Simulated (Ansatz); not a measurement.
**Formation energy and levels of the substitutional impurity Nb_Sn in SnO2 (P4_2/mnm)**

Wanted: the transition levels of a substitutional impurity in SnO2 (P4_2/mnm), from a cell of 72 host atoms with 1 Sn taken out and 1 Nb put in.

Main program and level: Ansatz 0.2.0; place-levels on r2SCAN runs: charge-transition levels and formation energies with image-charge correction and potential alignment at the atomic sites; PAW set soft_1.

**Measured values to reproduce.**

“Tunable Transparent Conductors Based on SnO2: Theoretical and Experimental Studies of Codoping” (2024, pmc:11656248) quotes from earlier work for SnO2, rutile (undoped SnO2, value from earlier experiment): band gap (band gap of undoped SnO2, quoted experimental value) about 3.6 eV [Literature value quoted in passing in the theory part as a benchmark; sample form …].

Most raw output is cut from this account.

## (1) The structure

The cell holds 72 atoms: 23 Sn, 48 O and 1 Nb. Cell: a = 9.516 Å, b = 9.516 Å, c = 9.602 Å, α = 90.0°, β = 90.0°, γ = 90.0°. It derives from SnO2 (space group P4_2/mnm). Nearest the centre at fractional (0.500, 0.500, 0.667): Nb68 at 0.00 Å, O71 at 2.06 Å, O18 at 2.06 Å, O28 at 2.07 Å, O45 at 2.07 Å, O34 at 2.07 Å, O51 at 2.07 Å, Sn62 at 3.20 Å.

As a file:

Known beforehand: the electronic dielectric constant, (4.60, 4.60, 4.91), and the static one, (13.48, 13.48, 10.42), from a response run on this crystal (DFPT, PBEsol) at that run's own cell.

The cell's shortest repeat is 9.5 Å.

## (2) What was run first

A transition level is the Fermi level at which two charge states cost the same, so each charge needs its own total energy, at its own relaxed structure.

Each atom starts 0.05 Å or so off its site in a random direction: a symmetric start keeps its symmetry, and would miss off-centre moves and Jahn–Teller distortions. Forces are taken at one point at (¼, ¼, ¼). The cell holds 1 electron more than the neutral one, with a uniform background that keeps it neutral on the whole.

The sampling was tested on the host first: at the k-points planned (1x1x1 shifted 0.25 0.25 0.25) its energy lies 0.000 eV an atom from the dense-mesh value, under the bound of 0.02 eV set for this test; that bounds the host's error, not the defect's.

One of the inputs; charge, spin and start change from state to state.

qm1.relax/input.yaml

```yaml
crystal:
  lattice:
    - [4.75775154, 0.0, 0.0]
    - [0.0, 4.75775154, 0.0]
    - [0.0, 0.0, 3.20068146]
  atoms:
    - { symbol: Sn, position: [0.5, 0.5, 0.5] }
    - { symbol: Sn, position: [0.0, 0.0, 0.0] }
    - { symbol: O, position: [0.19405723, 0.80594277, 0.5] }
    - { symbol: O, position: [0.80594277, 0.19405723, 0.5] }
    - { symbol: O, position: [0.30594277, 0.30594277, 0.0] }
    - { symbol: O, position: [0.69405723, 0.69405723, 0.0] }
  supercell: [2, 2, 3]
  defects: [{ substitution: { at: 67, symbol: Nb } }]
total_charge: -1
basis:
  ecutwfc: 500
  xc_grid: 2
hamiltonian:
  xc: r2scan
  pseudopotentials: { kind: paw, azcp: { folder: soft_1 } }
kpoints:
  mp_grid: { grid: [1, 1, 1], shift: [0.25, 0.25, 0.25] }
scf:
  occupations: { method: fixed }
  max_iter: 100
output:
  forces: true
  charged_corrections: { epsilon: [4.6, 4.6, 4.91], static_epsilon: [13.48, 13.48, 10.42] }
relax:
  f_tol: 0.02
  max_steps: 80
  random_displacement: { amplitude: 0.05, seed: 4778 }
checkpoint:
  write: "../qm1.relax.run"
  compress: false
  write_wavefunctions: true
  write_every: 100000
```

The run is started by

```bash
$ ansatz run input.yaml --threads 4 --pin off --max-ram 15073MiB --backend cpu --events-out ev --progress --plain --runs-dir out
```

The relaxed structure is kept and the sampling changed to a 2×2×2 shifted mesh.

The run of this state that the levels use, under r2SCAN:

qm1.point/input.yaml

```yaml
crystal:
  checkpoint: "../qm1.relax.run"
  host: checkpoint
total_charge: -1
basis:
  ecutwfc: 500
  xc_grid: 2
hamiltonian:
  xc: r2scan
  pseudopotentials: { kind: paw, azcp: { folder: soft_1 } }
kpoints:
  mp_grid: { grid: [2, 2, 2], shift: [0.5, 0.5, 0.5] }
scf:
  occupations: { method: fermi_dirac, width: 0.01 }
  max_iter: 100
output:
  forces: true
  eigenvalues: true
  charged_corrections:
    epsilon: [4.6, 4.6, 4.91]
    static_epsilon: [13.48, 13.48, 10.42]
    defect_position: [0.5, 0.5, 0.666667]
  eigenstates: { localisation: true }
  populations: true
  band_densities: [{ bands: [v1, v1] }, { bands: [c1, c1] }]
  write_density: true
  write_potential: true
  volumetric_format: npy
checkpoint:
  read: "../qm1.relax.run"
  write: "../qm1.point.run"
  compress: false
  write_wavefunctions: false
  write_every: 100000
```

Relaxations under r2SCAN at one point at (¼, ¼, ¼); times on 4 threads of Arm Neoverse V2, shared host:

```tsv
charge	moment (μB)	occupations	outcome	steps	largest displacement against the far atoms (Å)	time
−1	0	fixed	converged	15	0.07	10 min
0	1	fixed	converged	5	0.03	5.5 min
+1	0	fixed	converged	6	0.07	2.8 min
−1	2	fixed	converged	5	0.03	5.2 min
```

Single points under r2SCAN at a 2×2×2 shifted mesh; times on 4 threads of Arm Neoverse V2, shared host:

```tsv
charge	moment (μB)	occupations	outcome	time
−1	0	fermi-dirac	converged	2.9 min
0	1	fermi-dirac	converged	6.2 min
+1	0	fermi-dirac	converged	2.6 min
−1	2	fermi-dirac	converged	6.9 min
```

Distances (Å) from Nb68 to the nearest atoms after relaxation with r2SCAN:

```tsv
charge	moment (μB)	1.	2.	3.	4.	5.	6.
−1	0	O 1.99	O 1.99	O 2.00	O 2.01	O 2.03	O 2.03
−1	2	O 2.02	O 2.02	O 2.06	O 2.06	O 2.06	O 2.06
0	1	O 2.03	O 2.03	O 2.06	O 2.06	O 2.06	O 2.06
+1	0	O 2.00	O 2.00	O 2.00	O 2.00	O 2.01	O 2.01
```

## (3) place-levels, r2SCAN

A charged cell interacts with its images and the background, and its potential has another zero than the host's. place-levels removes the first by a point-charge model, screened by the static dielectric constant since the ions have relaxed around the charge, and the second by comparing potentials at atoms far from the defect.

The host is a run of the defect-free crystal in the same cutoffs, grids and k-points, so that basis and sampling errors cancel in part in the differences. The host is run in a cell of 6 atoms on a matching mesh. Its band edges are searched through the zone by a band path, so the gap is smaller than, or equal to, that on the mesh. Chemical potentials are energies per atom of Sn (alpha-Sn (diamond)) and Nb (bcc), run with the same functional and cutoff.

levels.point.yaml

```yaml
host:
  run: host.point.run
states: [qm1.point.run, q0_M1.point.run, qp1.point.run, qm1_M2.point.run]
geometry_from:
  qm1.point.run: qm1.relax.run
  q0_M1.point.run: q0_M1.relax.run
  qp1.point.run: qp1.relax.run
  qm1_M2.point.run: qm1_M2.relax.run
  host.point.run: host.relax.run
chemical_potentials:
  Sn:
    energy: -6038.703821
    dataset: <sha256 of the dataset>
  Nb:
    energy: -4563.656891
    dataset: "<sha256 of the dataset>"
epsilon: [4.6, 4.6, 4.91]
static_epsilon: [13.48, 13.48, 10.42]
vertical:
  - { from: qm1.point.run, to: qm1.point_neutral.run }
  - { from: qp1.point.run, to: qp1.point_neutral.run }
  - { from: qm1_M2.point.run, to: qm1_M2.point_neutral.run }
```

The run is started by

```bash
$ ansatz place-levels levels.point.yaml -- --threads 4 --pin off --max-ram 15073MiB
```

It took 0.44 s on 4 threads of Arm Neoverse V2, shared host.

Levels between the charges placed, in eV above the valence top:

```tsv
	gap (eV)	(+1/0)	(0/−1)
r2SCAN	1.80	1.82	1.81
```

Corrections by state:

```tsv
charge	moment (μB)	image terms and alignment (eV)	band filling (eV)	ε used	over the lowest of its charge, as the program ranks them, band filling apart (eV)
+1	0.0	0.170	-	principal values (10.42, 13.48, 13.48)	0.000
0	1.0	0.000	-0.667	-	0.000
−1	2.0	0.055	-1.878	principal values (10.42, 13.48, 13.48)	0.000
−1	0.0	0.012	-	principal values (10.42, 13.48, 13.48)	0.185
```

The charged structures listed were also run neutral, and place-levels reads from each pair, by the potential or the spins, how wide the charge is by which they differ; that can be the carrier of either run.

```tsv
charge	rms radius (Å)	spread where it is widest against the cell (Å)	wide from (Å)	reading
+1	4.0	2.68	1.66	wide
−1	7.1	4.64	1.66	wide
```

The neutral runs of these pairs need not share the spin of the lowest neutral state, and very wide values only mean spread over the cell.

From the program's caveats on the states, each cut to its opening words:

- charge +1: it parts from the run at its places by a charge that spreads by about 2.7 Å along one vector (1.7 Å or more is wide), by its potential at epsilon [4.6, 4.6, [...]
- charge 0 (1 μB): a band-filling correction moves a carrier to the host's band edge, which changes its energy by -0.667 eV
- charge 0 (1 μB), −1 (2 μB): flagged: stability check not made
- charge −1 (2 μB): it parts from the run at its places by a charge that spreads by about 4.6 Å along one vector (1.7 Å or more is wide), by its potential at epsilon [4.6, 4.6, [...]
- charge −1 (2 μB): a band-filling correction moves a carrier to the host's band edge, which changes its energy by -1.878 eV
- charge −1: it parts from the run at its places by a charge that spreads by about 2.5 Å along one vector (1.7 Å or more is wide), by its potential at epsilon [4.6, 4.6, [...]

The host's formation energy from the elements is -1.867 eV per atom; it sets how far the chemical potentials can move.

Formation energies (eV), O-rich (Δμ(O) = 0.00 eV, Δμ(Sn) = -5.60 eV, Δμ(Nb) = 0.00 eV):

```tsv
charge	Fermi level at the valence top	at the conduction bottom
+1	-10.60	-8.80
0	-8.78	-8.78
−1	-6.98	-8.77
```

Formation energies (eV), Sn-rich (Δμ(Sn) = 0.00 eV, Δμ(O) = -2.80 eV, Δμ(Nb) = 0.00 eV):

```tsv
charge	Fermi level at the valence top	at the conduction bottom
+1	-5.00	-3.20
0	-3.18	-3.18
−1	-1.38	-3.17
```

## (4) Effect of the sampling

The relaxations' own energies give the levels at their sampling, for comparison.

levels.relax_mesh.yaml

```yaml
host:
  run: host.relax.run
states: [qm1.relax.run, q0_M1.relax.run, qp1.relax.run, qm1_M2.relax.run]
chemical_potentials:
  Sn:
    energy: -6038.703821
    dataset: <sha256 of the dataset>
  Nb:
    energy: -4563.656891
    dataset: "<sha256 of the dataset>"
```

The run is started by

```bash
$ ansatz place-levels levels.relax_mesh.yaml -- --threads 4 --pin off --max-ram 15073MiB
```

Run time: 0.13 s. Hardware: 4 threads.

Levels between neighbouring charges, in eV above the valence top:

```tsv
	gap (eV)	(+1/0)	(0/−1)
one point at (¼, ¼, ¼)	1.80	1.81	1.82
a 2×2×2 shifted mesh	1.80	1.82	1.81
```

Going from one point at (¼, ¼, ¼) to a 2×2×2 shifted mesh moves formation energies against the elements by up to 0.01 eV; band-filling terms, which differ between samplings, are in these energies.

## (5) Outcome

| Item | Value |
| --- | --- |
| gap of the host | 1.80 eV (r2SCAN) |
| level (plus 1/0) | 1.82 eV above the valence top, past the conduction bottom, not a change between lowest states (2.48 eV above the valence top without the band-filling term) |
| level (0/minus 1) | 1.81 eV above the valence top, past the conduction bottom, not a change between lowest states (3.02 eV above the valence top without the band-filling term) |
| lowest of the charges placed, just above the valence top (0.02 eV) | +1 |
| lowest of the charges placed, just below the conduction bottom (0.02 eV) | +1 |
| lowest formation energy at mid-gap of the charges run, O-rich | -9.70 eV |
| lowest formation energy at mid-gap of the charges run, Sn-rich | -4.10 eV |

In words: Of the charges placed (−1, 0 and +1), +1 is the lowest from 0.02 eV above the valence top to 0.02 eV below the conduction bottom, a gap of 1.80 eV. Charges above +1 were not placed, so these runs say nothing of levels that involve them. States placed: +1 at 0 μB; 0 at 1 μB; −1 at 2 μB and 0 μB. Other spin states or structures, where not listed, weren't placed. The program finds carriers beyond a band edge of the host and adds a band-filling term at charge −1 (-1.88 eV) and 0 (-0.67 eV); steps to such a charge show no bound level, and a defect level inside a band would be read the same way. Nb is taken at its element; compounds, which aren't counted here, bound the chemical potentials and would shift these formation energies. The lowest formation energy (O-rich and Sn-rich) is negative across the gap, so the defect would form by itself: these chemical potentials lie beyond what competing compounds allow, or the host is unstable against it. Going from one point at (¼, ¼, ¼) to a 2×2×2 shifted mesh moves formation energies against the elements by up to 0.01 eV; band-filling terms, which differ between samplings, are in these energies. Limits: r2SCAN makes the gap too small and tends to spread out bound carriers; where a gas molecule sets a chemical potential or the host's formation energy, its binding is uncorrected; spin–orbit coupling, which can matter with heavy atoms, is left out; force components of up to 0.22 eV/Å remain in a run at the final settings.

Calculation against experiment:

| quantity | measured | r2SCAN |
| --- | --- | --- |
| band gap (least gap of the host) (eV) | 3.6 | 1.80 (-1.80 eV) |

Measured values from pmc:11656248 (2024).

**Verdict.** The band gap is off by -1.80 eV. Local and semilocal functionals usually give gaps below the measured ones. Spin-orbit coupling, left out here, can change the gap with such heavy elements. Zero-point and thermal motion shift the measured gap.

[Logs are printed without paths, hosts, clocks, repeated set-up lines and the standing remarks that a program may print on its own settings, such as how far it seeks lower states.]

[Hosts, paths, dates, database ids (printed as entryN), source tags and the programs' standing remarks are cut or masked in the printed files.]

[Where a table of states has a column of steps, it counts the stored structures, which are thinned; the runs took as many ionic steps or more.]

[A defect's name tells the site on which it was built; relaxed atoms can leave that site.]

[For some hosts the program warned that the k-mesh of the response run may be too coarse for force constants and the static dielectric constant; such warnings are not shown here.]
